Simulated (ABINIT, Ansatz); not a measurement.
## Quasiparticle gap of YVO4 (I4_1/amd) in ABINIT

How does a plane-wave GW calculation on YVO4 (I4_1/amd) run from the first input to the gap?

Main program and level: ABINIT 10.8.3; LDA and many-body steps on it, plane waves.

Report form: the programs' logs are mostly left out.

### 1. The structure

It takes space group I4_1/amd (No. 141, tetragonal). Conventional cell: a = 7.118 Å, b = 7.118 Å, c = 6.289 Å, α = 90.00°, β = 90.00°, γ = 90.00°. Nearest to Y lie 8 O at 2.30 to 2.43 Å. V has 4 O at 1.71 Å nearest. Nearest to O lie 1 V at 1.71 Å and 2 Y at 2.30 to 2.43 Å. Farther neighbours and most contacts between anions are not listed.

As a file:

```cif
data_structure
_symmetry_space_group_name_H-M 'P 1'
_symmetry_Int_Tables_number 1
_cell_length_a 5.9350
_cell_length_b 5.9350
_cell_length_c 5.9350
_cell_angle_alpha 106.304
_cell_angle_beta 106.304
_cell_angle_gamma 116.009
_cell_volume 159.34
loop_
_atom_site_label
_atom_site_type_symbol
_atom_site_fract_x
_atom_site_fract_y
_atom_site_fract_z
_atom_site_occupancy
Y1 Y 0.75000 0.25000 0.50000 1
Y2 Y 0.00000 0.00000 0.00000 1
V3 V 0.50000 0.50000 0.00000 1
V4 V 0.25000 0.75000 0.50000 1
O5 O 0.51000 0.32580 0.18420 1
O6 O 0.07580 0.39160 0.31580 1
O7 O 0.14160 0.32580 0.81580 1
O8 O 0.07580 0.76000 0.68420 1
O9 O 0.24000 0.92420 0.31580 1
O10 O 0.67420 0.49000 0.81580 1
O11 O 0.60840 0.92420 0.68420 1
O12 O 0.67420 0.85840 0.18420 1
```

The cell and positions come from the Crystallography Open Database and are kept as given unless a step says otherwise.

### 2. Ground state

This step: ABINIT 10.8.3; DFT, LDA, plane waves, norm-conserving pseudopotentials.

The ground-state density comes first.

Input file run.abi:

```
acell 3*1.0 Angstrom
rprim 
  -3.559150000000 3.559150000000 3.144650000000
  3.559150000000 -3.559150000000 3.144650000000
  3.559150000000 3.559150000000 -3.144650000000
ntypat 3
znucl 39 23 8
natom 12
typat 1 1 2 2 3 3 3 3 3 3 3 3
xred 
  0.750000000000 0.250000000000 0.500000000000
  0.000000000000 0.000000000000 0.000000000000
  0.500000000000 0.500000000000 0.000000000000
  0.250000000000 0.750000000000 0.500000000000
  0.510000000000 0.325800000000 0.184200000000
  0.075800000000 0.391600000000 0.315800000000
  0.141600000000 0.325800000000 0.815800000000
  0.075800000000 0.760000000000 0.684200000000
  0.240000000000 0.924200000000 0.315800000000
  0.674200000000 0.490000000000 0.815800000000
  0.608400000000 0.924200000000 0.684200000000
  0.674200000000 0.858400000000 0.184200000000
pp_dirpath "pseudos"
pseudos "Y.upf, V.upf, O.upf"
ecut 38
ngkpt 4 4 4
nshiftk 1
shiftk 0 0 0
kptopt 1
chksymbreak 0
nband 58
occopt 1
tolvrs 1e-08
nstep 60
prtwf 0
optforces 0
optstress 0
indata_prefix "in"
outdata_prefix "out"
tmpdata_prefix "tmp"
```

Launch:

```
> OMP_NUM_THREADS=1 mpirun -n 8 abinit run.abi > log
```

It took 78 s on 8 MPI ranks of Arm Neoverse V2, shared host; peak memory 1.1 GiB.

This step gave:

```
total energy               : -9851.1781 eV
gap                        : 2.875 eV
k of the valence top       : 0, 0, 0
k of the conduction bottom : 0, 0, 0
least direct gap           : 2.875 eV
```

The gap is direct, at Γ.

### 3. Empty states on the mesh, 4×4×4 mesh, 283 bands

The sums over transitions need many empty states on a uniform mesh; this step solves for them.

Changes to run.abi since step 2:

```diff
@@ -30,9 +30,10 @@
 chksymbreak 0
-nband 58
-occopt 1
-tolvrs 1e-08
+iscf -2
+irdden 1
+istwfk *1
+nband 283
+nbdbuf 24
+tolwfr 1e-09
 nstep 60
-prtwf 0
-optforces 0
-optstress 0
+prtvol 0
 indata_prefix "in"
```

Run time: 6 min. Hardware: 8 MPI ranks; peak memory 1.4 GiB.

This step gave:

| Item | Value |
| --- | --- |
| gap | 2.875 eV |
| k of the valence top | 0, 0, 0 |
| k of the conduction bottom | 0, 0, 0 |
| least direct gap | 2.875 eV |
| k points computed | 13 |
| lowest point of the top converged band, above the valence top | 62.4817 eV |

On this mesh the gap is 2.875 eV.

### 4. Screening, 4×4×4 mesh, 259 bands, screening to 149.7 eV

The RPA dielectric matrix is built and inverted for each q.

This step: RPA screening on LDA, plane waves, norm-conserving pseudopotentials.

Changes to run.abi since step 3:

```diff
@@ -30,10 +30,11 @@
 chksymbreak 0
-iscf -2
-irdden 1
 istwfk *1
-nband 283
-nbdbuf 24
-tolwfr 1e-09
-nstep 60
-prtvol 0
+occopt 1
+irdwfk 1
+optdriver 3
+nband 259
+ecuteps 5.5
+inclvkb 2
+awtr 1
+symchi 1
 indata_prefix "in"
```

The job ended after 21 min (8 MPI ranks; peak memory 11 GiB; 2.8 h of CPU time).

This step gave:

```
ε∞ with local fields, on this mesh, along the program's q direction : 4.032
the same without local fields                                       : 4.966
plasma frequency                                                    : 28.82 eV
plane waves in the screening matrix                                 : 671
```

Local fields lower ε∞ by 19 %.

### 5. Self-energy, 4×4×4 mesh, 259 bands, screening to 149.7 eV

The self-energy is evaluated for the states that the input lists, and the levels follow from it, in one-shot runs by the linearised quasiparticle equation.

This step: G0W0 on LDA, plane waves, norm-conserving pseudopotentials.

Changes to run.abi since step 4:

```diff
@@ -33,8 +33,15 @@
 irdwfk 1
-optdriver 3
+optdriver 4
 nband 259
+gwcalctyp 0
+ecutsigx 38
+symsigma 1
+nkptgw 1
+kptgw 
+  0.0000000000 0.0000000000 0.0000000000
+bdgw 
+  46 50
 ecuteps 5.5
-inclvkb 2
-awtr 1
-symchi 1
+irdscr 1
+ppmodel 1
 indata_prefix "in"
```

Run time: 43 s. Hardware: 8 MPI ranks; peak memory 7.8 GiB.

Numbers from this step:

```yaml
g0w0_gap_on_the_points_computed: 5.225 eV
starting_gap_on_the_mesh: 2.875 eV
k_of_the_valence_top: 0, 0, 0
k_of_the_conduction_bottom: 0, 0, 0
z_at_the_valence_top: 0.769
z_at_the_conduction_bottom: 0.788
least_direct_g0w0_gap_on_the_computed_points: 5.225 eV
```

The gap on the mesh goes from 2.87 eV to 5.22 eV, a correction of +2.35 eV.

Limits: finite bands, cutoff and mesh; no spin polarisation; d states lean on the start; no spin-orbit coupling. v1 is the top filled band, c1 the lowest empty one. Levels before and after the correction, in eV, zero at the valence-band top of each column:

|  | conduction bottom | valence top |
| --- | --- | --- |
| Kohn-Sham | 2.87 | 0.00 |
| G0W0 | 5.22 | 0.00 |

```csv
,level,energy (eV)
Kohn-Sham,Γ v3-v2,-0.405
Kohn-Sham,Γ v1,0.000
Kohn-Sham,Γ c1,2.875
Kohn-Sham,Γ c2,3.607
G0W0,Γ v3-v2,-0.412
G0W0,Γ v1,0.000
G0W0,Γ c1,5.225
G0W0,Γ c2,6.183
```

### 6. Where the time went

Times are wall times on 8 MPI ranks of Arm Neoverse V2, shared host, good to a factor of about two.

```
                    step    time  share  memory (GiB)
            ground state    78 s    5 %           1.1
empty states on the mesh   6 min   21 %           1.4
               screening  21 min   72 %            11
             self-energy    43 s    2 %           7.8
```

### 7. What came out

```yaml
lda_gap: 2.87 eV, direct
g0w0_gap_on_the_mesh: 5.22 eV
gw_settings: 4×4×4 mesh, 259 bands, screening to 149.7 eV, Godby-Needs plasmon pole
known_limits: not at the basis limit; no spin polarisation; d states lean on the start; no spin-orbit coupling
```

G0W0 moves the gap on the mesh from 2.87 eV to 5.22 eV (+2.35 eV), with Z of 0.77 and 0.79 at the edges. Local fields lower the RPA ε∞ on this mesh from 4.97 to 4.03. Only 1 of the mesh's irreducible points was corrected, so a valley elsewhere could overtake. The dearest step here is «screening». Bands and cutoff are finite, so the gap is not at the basis limit. The miss can reach some tenths of an eV and take either sign; the mesh is an error of its own. In the G0W0 run levels were corrected at 1 k point alone, so a gap called «on the mesh» is the least over those, and an edge elsewhere would be missed. The runs have no spin polarisation. For a closed low-spin shell that is the natural state; where a d or f shell is open it is a constraint, and the gap is then not the crystal's own. With d states at the gap, one-shot GW leans hard on its start. The many-body steps are scalar-relativistic: spin-orbit coupling is not in them.

[Paths, hosts, dates, memory and timing lines, banners, echoed tables and standing remarks are left out of the program output.]

[Logs are printed without paths, hosts, clocks, repeated set-up lines and the standing remarks that a program may print on its own settings, such as how far it seeks lower states.]

[Runs of the session that timed out or met a known fault of the program may be left out.]

[Hosts, paths, dates, database ids (printed as entryN), source tags and the programs' standing remarks are cut or masked in the printed files.]

[G0W0 gaps are taken among the corrected bands and points alone; a level outside them can change the order at an edge.]

[Where Ansatz stands beside ABINIT at settings called matched, ABINIT's density can come from a denser mesh and the files from another edition; pairs whose starting gaps differed by over 0.03 eV were left out, so agreement reads better than it is.]
